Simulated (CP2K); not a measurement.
Consider 1,4-cyclohexadiene at its PBE geometry (Å).

```xyz
14

C     1.4959    0.1115    0.0126
C     0.7456   -1.0566    0.5892
C    -0.5898   -1.1567    0.5768
C    -1.4959   -0.1115   -0.0126
C    -0.7456    1.0566   -0.5892
C     0.5898    1.1567   -0.5768
H     2.2123   -0.2415   -0.7535
H     2.1400    0.5659    0.7894
H     1.3399   -1.8573    1.0359
H    -1.0664   -2.0363    1.0160
H    -2.1400   -0.5659   -0.7894
H    -2.2123    0.2415    0.7535
H    -1.3399    1.8573   -1.0359
H     1.0664    2.0363   -1.0160
```

Method: CP2K XAS_TDP, all-electron GAPW, PBEh(45%), aug-cc-pVDZ, TDA, no relativity.

**Question.** Where do the C K-edge lines lie, and how strong are they?

Leading lines: C1 283.97 eV and C2 281.34 eV. The leading line of an atom is its first one with 35 % of the strongest within 2.5 eV of its lowest line over the strength cut. 

The first six lines of each atom with a strength over 0.0015:

```tsv
atom	energy (eV)	states	strength, one atom
C1 (bonded to 2 C and 2 H), 2 alike	283.97	1	0.0091
	284.37	1	0.0108
	284.96	1	0.0098
	285.15	1	0.0021
	285.74	1	0.0016
	286.00	1	0.0024
C2 (bonded to 2 C and H), 4 alike	281.34	1	0.0528
	283.94	1	0.0090
	284.89	1	0.0039
	285.88	2	0.0023
	286.62	1	0.0029
	286.68	1	0.0077
```

Lines are vertical, at one geometry, with no vibrational structure. Without a correction of the core level, line positions, and the gaps between valence and Rydberg lines, follow the share of exact exchange. At this level such K lines come out 3 to 6 eV under measured ones. These values hold no scalar relativity, about 0.1 eV for C 1s. Rydberg lines, and the discretised continuum above threshold, depend on the basis and the box.

[Banner, clock and machine lines of the logs are left out without a mark of their own.]

[Logs are printed without paths, hosts, clocks, repeated set-up lines and the standing remarks that a program may print on its own settings, such as how far it seeks lower states.]

[Hosts, paths, dates, database ids (printed as entryN), source tags and the programs' standing remarks are cut or masked in the printed files.]
